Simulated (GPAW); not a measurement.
## H-GaAs-Cl chair monolayer: simulated STM images

What would a tunnelling microscope show on H-GaAs-Cl chair monolayer?

Main program and level: GPAW 26.7.0; GPAW, PAW setups; layer in a repeated cell with vacuum, relaxation of atoms and in-plane cell, in the first sound run; inputs show where later runs differ.

## Step 1: Starting point

The cell holds 4 atoms: 1 Cl, 1 As, 1 Ga and 1 H. Cell: a = 3.977 Å, b = 3.977 Å, c = 20.543 Å, α = 90.0°, β = 90.0°, γ = 120.0°. Vacuum lies along c.

## Step 2: Relaxation

Forces are removed first; all later runs use this geometry.

File run.py:

```python
import json
import numpy as np
from ase import Atoms
from ase.filters import FrechetCellFilter
from ase.optimize import BFGS
from gpaw import GPAW, PW

slab = Atoms(
    ['Cl', 'As', 'Ga', 'H'],
    positions=[
        [1.98825, 1.14792, 8.00000],
        [1.98825, 1.14792, 10.21000],
        [-0.00000, 2.29583, 11.01333],
        [-0.00000, 2.29583, 12.54333]],
    cell=[[3.9765, 0.0, 0.0], [-1.98825, 3.44375, 0.0], [0.0, 0.0, 20.5433]],
    pbc=[True, True, True])

slab.calc = GPAW(mode=PW(600), xc='PBE', kpts={'size': (9, 9, 1), 'gamma': True},
                 occupations={'name': 'fermi-dirac', 'width': 0.05}, nbands='200%',
                 convergence={'density': 1e-05}, maxiter=200,
                 symmetry={'tolerance': 1e-3}, txt='slab.txt')
result = {}
# The in-plane cell is free; stress needs a cell that repeats along all three vectors
path = []
opt = BFGS(FrechetCellFilter(slab, mask=[1, 1, 0, 0, 0, 1]), maxstep=0.2)
opt.attach(lambda: path.append((slab.get_potential_energy(), slab.positions.tolist(), slab.get_forces().tolist())))
result['relaxed'] = bool(opt.run(fmax=0.02, steps=45))
result['path'] = path
result['cell'] = slab.cell.tolist()
print('in-plane lattice', slab.cell.cellpar().round(4)[[0, 1, 5]])
energy = slab.get_potential_energy()
fermi = slab.calc.get_fermi_level()
v = slab.calc.get_electrostatic_potential().mean((0, 1)) - fermi
n = slab.calc.get_pseudo_density().mean((0, 1))
L = slab.cell[2, 2]
z = np.arange(len(v)) * L / len(v)
low, high = slab.positions[:, 2].min(), slab.positions[:, 2].max()
below, above = np.interp([low - 5.8, high + 5.8], z, v)
slopes = [np.interp(x, z, np.gradient(v, z)) for x in (low - 5.8, high + 5.8)]
eps = np.array([[slab.calc.get_eigenvalues(k, s) for k in range(len(slab.calc.get_ibz_k_points()))]
                for s in range(slab.calc.get_number_of_spins())]) - fermi
top, bottom = eps[eps < 0].max(), eps[eps > 0].min()
dipole = slab.get_dipole_moment()[2]
print(f'energy {energy:.4f} eV, Fermi level {fermi:.4f} eV, dipole {dipole:.5f} e A')
print(f'potential 5.8 A off the faces, from the Fermi level: lower {below:.4f} eV, upper {above:.4f} eV')
print(f'slope of the potential there: lower {slopes[0]:.5f}, upper {slopes[1]:.5f} eV/A')
print(f'nearest levels on the mesh: {top:.4f} and {bottom:.4f} eV')
print('magnetic moment', round(slab.get_magnetic_moment(), 3))
result.update(energy=energy, fermi=fermi, dipole=dipole, below=below, above=above, slopes=slopes, edges=[top, bottom],
              z=z.tolist(), v=v.tolist(), n=n.tolist(), positions=slab.positions.tolist(),
              forces=slab.get_forces(apply_constraint=False).tolist(), moments=slab.get_magnetic_moments().tolist())
json.dump(result, open('result.json', 'w'))
```

Started as:

```
OMP_NUM_THREADS=1 OPENBLAS_NUM_THREADS=1 python run.py
```

The program printed:

```text
Step          Energy          fmax
BFGS:    0      -13.366979        1.110985
BFGS:    1      -13.400311        0.617342
BFGS:    2      -13.429384        0.418540
BFGS:    3      -13.439208        0.358912
BFGS:    4      -13.457065        0.362222
BFGS:    5      -13.468429        0.348293
BFGS:    6      -13.473560        0.207656
BFGS:    7      -13.474987        0.130232
BFGS:    8      -13.476072        0.156896
BFGS:    9      -13.477839        0.184201
BFGS:   10      -13.479527        0.131435
BFGS:   11      -13.480283        0.044580
BFGS:   12      -13.480398        0.008820
in-plane lattice [  4.1263   4.1263 120.    ]
energy -13.4804 eV, Fermi level -3.0120 eV, dipole 0.06359 e A
potential 5.8 A off the faces, from the Fermi level: lower 5.3744 eV, upper 5.2077 eV
slope of the potential there: lower 0.03810, upper 0.03813 eV/A
nearest levels on the mesh: -0.6228 and 0.5823 eV
magnetic moment 0.0
```

Run time: 5.3 min. Hardware: 1 thread of Arm Neoverse V2, shared host; peak memory 0.41 GiB.

Numbers from this step:

```
dipole along the normal                    : 0.06359 e·Å
levels nearest the Fermi level on the mesh : -0.6228, 0.5823 eV from the Fermi level
```

Electrostatic potential energy of an electron (without an applied field's), less the Fermi level, planar mean against z:

| z (Å) | electrostatic potential energy of an electron (without an applied field's), less the Fermi level, planar mean (eV) |
| --- | --- |
| 0.0 | 5.29 |
| 0.5 | 5.31 |
| 1.0 | 5.33 |
| 1.5 | 5.35 |
| 2.0 | 5.37 |
| 2.5 | 5.39 |
| 3.0 | 5.40 |
| 3.5 | 5.42 |
| 4.0 | 5.44 |
| 4.5 | 5.46 |
| 5.0 | 5.48 |
| 5.5 | 5.50 |
| 6.0 | 5.50 |
| 6.5 | 5.40 |
| 7.0 | 4.72 |
| 7.5 | 0.799 |
| 8.0 | -7.87 |
| 8.5 | -0.188 |
| 9.0 | 2.67 |
| 9.5 | -0.645 |
| 10.0 | -9.52 |
| 10.5 | -11.9 |
| 11.0 | -9.45 |
| 11.5 | -2.32 |
| 12.0 | 2.35 |
| 12.5 | 2.80 |
| 13.0 | 4.19 |
| 13.5 | 4.84 |
| 14.0 | 5.00 |
| 14.5 | 5.05 |
| 15.0 | 5.08 |
| 15.5 | 5.10 |
| 16.0 | 5.12 |
| 16.5 | 5.14 |
| 17.0 | 5.16 |
| 17.5 | 5.17 |
| 18.0 | 5.19 |
| 18.5 | 5.21 |
| 19.0 | 5.23 |
| 19.5 | 5.25 |
| 20.0 | 5.27 |

Pseudo valence density, planar mean against z:

| z (Å) | pseudo valence density, planar mean (e/Å³) |
| --- | --- |
| 4.5 | 8.6e-6 |
| 5.0 | 4.8e-5 |
| 5.5 | 2.8e-4 |
| 6.0 | 0.00162 |
| 6.5 | 0.00980 |
| 7.0 | 0.0595 |
| 7.5 | 0.247 |
| 8.0 | 0.309 |
| 8.5 | 0.261 |
| 9.0 | 0.124 |
| 9.5 | 0.155 |
| 10.0 | 0.203 |
| 10.5 | 0.296 |
| 11.0 | 0.120 |
| 11.5 | 0.140 |
| 12.0 | 0.0932 |
| 12.5 | 0.0935 |
| 13.0 | 0.0382 |
| 13.5 | 0.00926 |
| 14.0 | 0.00207 |
| 14.5 | 4.6e-4 |
| 15.0 | 9.9e-5 |
| 15.5 | 2.1e-5 |

The relaxation lowered the energy of the cell by 0.113 eV (energies extrapolated to zero smearing; the optimiser's log prints free energies). The largest force left on a free atom is 0.0088 eV/Å.

## Step 3: Plane waves, PBE

With the geometry fixed, the planar mean of the potential gives the vacuum level on each side.

This step: GPAW, PAW setups; slab in vacuum (GPAW 26.7.0).

File run.py:

```python
import json
import numpy as np
from ase import Atoms
from ase.dft.stm import STM
from gpaw import GPAW, PW

slab = Atoms(
    ['Cl', 'As', 'Ga', 'H'],
    positions=[
        [2.06317, 1.19117, 8.00000],
        [2.06317, 1.19117, 10.19261],
        [-0.00000, 2.38234, 10.96884],
        [-0.00000, 2.38234, 12.57093]],
    cell=[[4.12633, -0.0, 0.0], [-2.06317, 3.57351, 0.0], [0.0, 0.0, 20.5709]],
    pbc=[True, True, False])

slab.calc = GPAW(mode=PW(500), xc='PBE', kpts={'size': (9, 9, 1), 'gamma': True},
                 occupations={'name': 'fermi-dirac', 'width': 0.05}, nbands='200%',
                 convergence={'density': 1e-05}, maxiter=200,
                 poissonsolver={'dipolelayer': 'xy'},
                 symmetry={'tolerance': 1e-3}, txt='slab.txt')
result = {}
energy = slab.get_potential_energy()
fermi = slab.calc.get_fermi_level()
v = slab.calc.get_electrostatic_potential().mean((0, 1)) - fermi
n = slab.calc.get_pseudo_density().mean((0, 1))
L = slab.cell[2, 2]
z = np.arange(len(v)) * L / len(v)
low, high = slab.positions[:, 2].min(), slab.positions[:, 2].max()
below, above = np.interp([low - 5.8, high + 5.8], z, v)
slopes = [np.interp(x, z, np.gradient(v, z)) for x in (low - 5.8, high + 5.8)]
eps = np.array([[slab.calc.get_eigenvalues(k, s) for k in range(len(slab.calc.get_ibz_k_points()))]
                for s in range(slab.calc.get_number_of_spins())]) - fermi
top, bottom = eps[eps < 0].max(), eps[eps > 0].min()
dipole = slab.get_dipole_moment()[2]
print(f'energy {energy:.4f} eV, Fermi level {fermi:.4f} eV, dipole {dipole:.5f} e A')
print(f'potential 5.8 A off the faces, from the Fermi level: lower {below:.4f} eV, upper {above:.4f} eV')
print(f'slope of the potential there: lower {slopes[0]:.5f}, upper {slopes[1]:.5f} eV/A')
print(f'nearest levels on the mesh: {top:.4f} and {bottom:.4f} eV')
print('magnetic moment', round(slab.get_magnetic_moment(), 3))
result.update(energy=energy, fermi=fermi, dipole=dipole, below=below, above=above, slopes=slopes, edges=[top, bottom],
              z=z.tolist(), v=v.tolist(), n=n.tolist(), positions=slab.positions.tolist(),
              forces=slab.get_forces(apply_constraint=False).tolist(), moments=slab.get_magnetic_moments().tolist())

# Images need the states of the whole zone, up to time reversal
slab.calc = slab.calc.fixed_density(symmetry={'point_group': False}, txt='states.txt', nbands='290%',
                                    convergence={'bands': 'CBM+1.8'})
stm = STM(slab)
result['stm'] = []
for bias in [-2.0, -1.0, 1.5]:
    height = high + 3.0
    current = stm.get_averaged_current(bias, height)
    x, y, h = stm.scan(bias, current)
    i, f = divmod(height / L * stm.ldos.shape[2], 1)
    I = abs((1 - f) * stm.ldos[:, :, int(i)] + f * stm.ldos[:, :, int(i) + 1])
    print(f'bias {bias} V: mean current at 3.0 A {current:.4e}, corrugation {np.ptp(h):.4f} A')
    result['stm'].append(dict(bias=bias, current=current, h=(h - high).tolist(), I=I.tolist()))
json.dump(result, open('result.json', 'w'))
```

The program printed:

```text
energy -13.4637 eV, Fermi level -3.0081 eV, dipole 0.04854 e A
potential 5.8 A off the faces, from the Fermi level: lower 5.5812 eV, upper 4.9821 eV
slope of the potential there: lower -0.00007, upper -0.00002 eV/A
nearest levels on the mesh: -0.6210 and 0.5805 eV
magnetic moment 0.0
bias -2.0 V: mean current at 3.0 A 2.0294e-06, corrugation 0.3447 A
bias -1.0 V: mean current at 3.0 A 2.8481e-10, corrugation 15.7675 A
bias 1.5 V: mean current at 3.0 A 3.0041e-06, corrugation 0.2781 A
```

It took 85 s on 1 thread; peak memory 0.51 GiB.

This step gave:

```
dipole along the normal                    : 0.04854 e·Å
levels nearest the Fermi level on the mesh : -0.6210, 0.5805 eV from the Fermi level
upper work function                        : 4.982 eV
lower work function                        : 5.581 eV
corrugation -2                             : 0.3447 Å
corrugation 1.5                            : 0.2781 Å
upper ionisation energy                    : 5.603 eV
```

Table of electrostatic potential energy of an electron (without an applied field's), less the Fermi level, planar mean by z:

| z (Å) | electrostatic potential energy of an electron (without an applied field's), less the Fermi level, planar mean (eV) |
| --- | --- |
| 0 | 5.28 |
| 1 | 5.58 |
| 2 | 5.58 |
| 3 | 5.58 |
| 4 | 5.58 |
| 5 | 5.58 |
| 6 | 5.56 |
| 7 | 4.72 |
| 8 | -7.99 |
| 9 | 2.65 |
| 10 | -9.69 |
| 11 | -9.36 |
| 12 | 2.38 |
| 13 | 4.18 |
| 14 | 4.94 |
| 15 | 4.98 |
| 16 | 4.98 |
| 17 | 4.98 |
| 18 | 4.98 |
| 19 | 4.98 |
| 20 | 4.98 |

The pseudo valence density, planar mean by z:

z (Å), pseudo valence density, planar mean (e/Å³) and a bar from the least value:
```
     0.00      0.000 
     0.57      0.000 
     1.14      0.000 
     1.71      0.000 
     2.29      0.000 
     2.67      0.000 
     3.24      0.000 
     3.81      0.000 
     4.38      0.000 
     4.95      0.000 
     5.52      0.000 
     6.10      0.002 
     6.67      0.018 ##
     7.24      0.131 ############
     7.62      0.300 ############################
     8.19      0.320 ##############################
     8.76      0.167 ################
     9.33      0.125 ############
     9.90      0.211 ####################
    10.48      0.304 #############################
    11.05      0.103 ##########
    11.62      0.131 ############
    12.19      0.090 ########
    12.76      0.067 ######
    13.14      0.025 ##
    13.71      0.005 
    14.29      0.001 
    14.86      0.000 
    15.43      0.000 
    16.00      0.000 
    16.57      0.000 
    17.14      0.000 
    17.71      0.000 
    18.09      0.000 
    18.67      0.000 
    19.24      0.000 
    19.81      0.000 
    20.38      0.000
```

Tip height over the top atom over a1 and a2. Sample bias -2 V, constant current at the mean current 3.0 Å over the top atom.

Ten even steps from '0' (2.84 Å) to '9' (3.18 Å):
```
000123445556655544321000
001234556677766554321000
112345567788776554321111
123456778888877654321111
234567889999887654321111
345578899999887554321112
345678999999876543221122
456789999999876543211123
456789999998765432111123
557889999988755421111124
567889999887654321111234
567788888776543211111234
556778877655432100001234
556677766554321000001234
455566555443210000001234
445555544322100000001223
344444433211100000011123
333333322111100000111122
222222221111100001111122
111111111111111111111111
100111111112222221111111
000111122223333322221111
000111223344444433221110
000112334455555443321100
```
Columns: a1 from 0 to 0.958; rows upwards: a2 from 0 to 0.958.

Local density of states summed over the bias window over a1 and a2. Sample bias -2 V, constant height 3.0 Å over the top atom.

Ten even steps from '0' (1.35 × 1e-6 arbitrary) to '9' (3.55 × 1e-6 arbitrary):
```
000112233444444332211000
001122345556555432211000
011223456677665432211000
112234567787765432211000
122346778888776432211001
123457889998875432111011
234567899998765432111111
235678999998765322111112
345678999987654321111112
345788999887543211000112
346778888776432210000122
345677877654322110001122
345667766543221100001122
345556555432211000001122
334444443322110000001122
233333332211100000001112
222222222110000000000112
122222111100000000000111
111111111100000000001111
111111111100111110011111
000000011111111111111000
000000111112222211111000
000001112222222222111000
000011122333333322111000
```
Columns: a1 from 0 to 0.958; rows upwards: a2 from 0 to 0.958.

Tip height over the top atom over a1 and a2. Sample bias 1.5 V, constant current at the mean current 3.0 Å over the top atom.

Values in Å, 12 rows by 16 columns, each cell a mean:
```
3.01 3.01 3.01 3.01 3.02 3.02 3.03 3.03 3.03 3.03 3.02 3.02 3.01 3.01 3.01 3.01
3.01 3.01 3.02 3.04 3.05 3.06 3.07 3.07 3.06 3.05 3.04 3.03 3.02 3.01 3.00 3.00
3.00 3.02 3.04 3.06 3.08 3.09 3.10 3.10 3.08 3.06 3.04 3.02 3.00 2.99 2.99 2.99
3.00 3.03 3.05 3.08 3.10 3.11 3.11 3.10 3.07 3.05 3.02 3.00 2.97 2.97 2.97 2.98
3.00 3.03 3.06 3.09 3.11 3.11 3.10 3.07 3.04 3.01 2.98 2.95 2.93 2.93 2.94 2.97
3.00 3.03 3.06 3.08 3.09 3.08 3.06 3.04 3.00 2.96 2.92 2.90 2.89 2.89 2.93 2.96
3.00 3.03 3.05 3.06 3.06 3.05 3.02 2.99 2.95 2.91 2.87 2.85 2.86 2.88 2.92 2.96
3.00 3.02 3.04 3.04 3.03 3.01 2.98 2.94 2.89 2.86 2.84 2.84 2.85 2.88 2.93 2.97
3.00 3.02 3.02 3.02 3.00 2.98 2.94 2.91 2.87 2.85 2.84 2.85 2.88 2.90 2.95 2.98
3.01 3.01 3.01 3.00 2.98 2.96 2.93 2.91 2.88 2.87 2.87 2.89 2.92 2.94 2.97 2.99
3.01 3.01 3.00 2.99 2.98 2.97 2.95 2.94 2.93 2.93 2.93 2.94 2.96 2.97 2.99 3.00
3.01 3.01 3.01 3.00 2.99 2.99 2.99 2.98 2.98 2.98 2.99 2.99 2.99 3.00 3.00 3.01
```
Columns: a1 from 0 to 0.958; rows upwards: a2 from 0 to 0.958.

Local density of states summed over the bias window over a1 and a2. Sample bias 1.5 V, constant height 3.0 Å over the top atom.

Values in units of 1e-6 arbitrary, 12 rows by 16 columns, each cell a mean:
```
3.0 3.1 3.1 3.1 3.1 3.2 3.2 3.2 3.2 3.2 3.2 3.1 3.1 3.1 3.1 3.0
3.1 3.1 3.2 3.3 3.4 3.5 3.5 3.5 3.5 3.4 3.3 3.2 3.1 3.1 3.0 3.0
3.0 3.1 3.3 3.5 3.6 3.7 3.8 3.7 3.6 3.5 3.3 3.2 3.0 3.0 2.9 2.9
3.0 3.2 3.4 3.6 3.8 3.8 3.8 3.7 3.5 3.4 3.1 3.0 2.8 2.8 2.8 2.9
3.0 3.2 3.5 3.7 3.8 3.8 3.7 3.6 3.3 3.1 2.9 2.7 2.6 2.6 2.7 2.8
3.0 3.2 3.5 3.6 3.7 3.6 3.5 3.3 3.0 2.8 2.6 2.5 2.4 2.5 2.6 2.8
3.0 3.2 3.4 3.5 3.5 3.4 3.2 2.9 2.7 2.5 2.4 2.3 2.3 2.4 2.6 2.8
3.0 3.2 3.3 3.3 3.2 3.1 2.9 2.7 2.5 2.3 2.2 2.2 2.3 2.4 2.6 2.8
3.0 3.1 3.2 3.1 3.0 2.9 2.7 2.5 2.4 2.3 2.2 2.3 2.4 2.5 2.7 2.9
3.0 3.1 3.1 3.0 2.9 2.8 2.6 2.5 2.4 2.4 2.4 2.4 2.6 2.7 2.8 2.9
3.0 3.1 3.0 3.0 2.9 2.8 2.7 2.6 2.6 2.6 2.6 2.7 2.8 2.8 2.9 3.0
3.0 3.0 3.0 3.0 3.0 2.9 2.9 2.9 2.9 2.9 2.9 2.9 3.0 3.0 3.0 3.0
```
Columns: a1 from 0 to 0.958; rows upwards: a2 from 0 to 0.958.

The layer is gapped, so the Fermi level lies somewhere inside the gap, set by smearing and numerics, and these work functions are no property of the material; the band edges below the vacuum level are. The potential is flat to 7.0e-5 eV/Å where it is read, so the vacuum is wide enough. At -1 V the search found no usable constant-current contour near the set height, so the printed corrugation is no image; it is left out.

## Step 4: A changed run

One more run, with changed settings.

Changes to run.py since step 3:

```diff
@@ -3,3 +3,2 @@
 from ase import Atoms
-from ase.dft.stm import STM
 from gpaw import GPAW, PW
@@ -17,4 +16,4 @@
 slab.calc = GPAW(mode=PW(500), xc='PBE', kpts={'size': (9, 9, 1), 'gamma': True},
-                 occupations={'name': 'fermi-dirac', 'width': 0.05}, nbands='200%',
-                 convergence={'density': 1e-05}, maxiter=200,
+                 occupations={'name': 'fermi-dirac', 'width': 0.05}, nbands='100%',
+                 convergence={'density': 1e-05}, maxiter=100,
                  poissonsolver={'dipolelayer': 'xy'},
@@ -43,16 +42,2 @@
               forces=slab.get_forces(apply_constraint=False).tolist(), moments=slab.get_magnetic_moments().tolist())
-
-# Images need the states of the whole zone, up to time reversal
-slab.calc = slab.calc.fixed_density(symmetry={'point_group': False}, txt='states.txt', nbands='290%',
-                                    convergence={'bands': 'CBM+1.8'})
-stm = STM(slab)
-result['stm'] = []
-for bias in [-2.0, -1.0, 1.5]:
-    height = high + 3.0
-    current = stm.get_averaged_current(bias, height)
-    x, y, h = stm.scan(bias, current)
-    i, f = divmod(height / L * stm.ldos.shape[2], 1)
-    I = abs((1 - f) * stm.ldos[:, :, int(i)] + f * stm.ldos[:, :, int(i) + 1])
-    print(f'bias {bias} V: mean current at 3.0 A {current:.4e}, corrugation {np.ptp(h):.4f} A')
-    result['stm'].append(dict(bias=bias, current=current, h=(h - high).tolist(), I=I.tolist()))
 json.dump(result, open('result.json', 'w'))
```

The program printed:

```text
ValueError: zero-size array to reduction operation minimum which has no identity
```

Run time: 16 s. Hardware: 1 thread; peak memory 0.26 GiB.

The run ended with an error.

The program's message: “ValueError: zero-size array to reduction operation minimum which has no identity”

The change that led to it: nbands = "100 % of the filled bands".

## Step 5: What came out

```
work function, upper and lower face (Fermi level placed in the gap by the smearing) : 4.982 and 5.581 eV
ionisation energy from the upper face (highest filled level on the mesh)            : 5.60 eV
electron affinity from the upper face (lowest empty Kohn-Sham level on the mesh)    : 4.40 eV
dipole along the normal                                                             : 0.0485 e Å
corrugation at -2 V                                                                 : 0.345 Å
corrugation at 1.5 V                                                                : 0.278 Å
```

What this shows: The corrugation at constant current is largest at -2 V, where the tip height varies by 0.34 Å over the cell. Negative sample bias images filled states, positive bias empty ones. The two faces differ by 0.60 eV, the step that the slab's dipole makes (e p/(ε0 A) gives 0.60 eV), so the dipole layer is needed. The levels nearest the Fermi level on the mesh lie 1.20 eV apart, so the slab is gapped there: the smearing puts the Fermi level inside the gap, and from either face the ionisation energy is the work function plus 0.62 eV. Both are Kohn-Sham levels on the mesh, and semilocal gaps are too small, so the affinity tends to come out too large and the ionisation energy too small. The images are of Tersoff-Hamann type: an s-wave tip, no tip-sample forces, heights closer than in a microscope. The starting lattice was a guess from atomic radii; the relaxation moved it by 4 %. The relaxation of atoms and cell ran in a fully periodic cell without the dipole layer, so the atoms of this polar layer felt a small spurious field. Biases count from a Fermi level whose place in the gap is arbitrary, so only their reach past the band edges has a meaning. The layer's cell and atoms come from the relaxation; spin-orbit coupling and temperature are left out.

[Logs are printed without paths, hosts, clocks, repeated set-up lines and the standing remarks that a program may print on its own settings, such as how far it seeks lower states.]

[Hosts, paths, dates, database ids (printed as entryN), source tags and the programs' standing remarks are cut or masked in the printed files.]
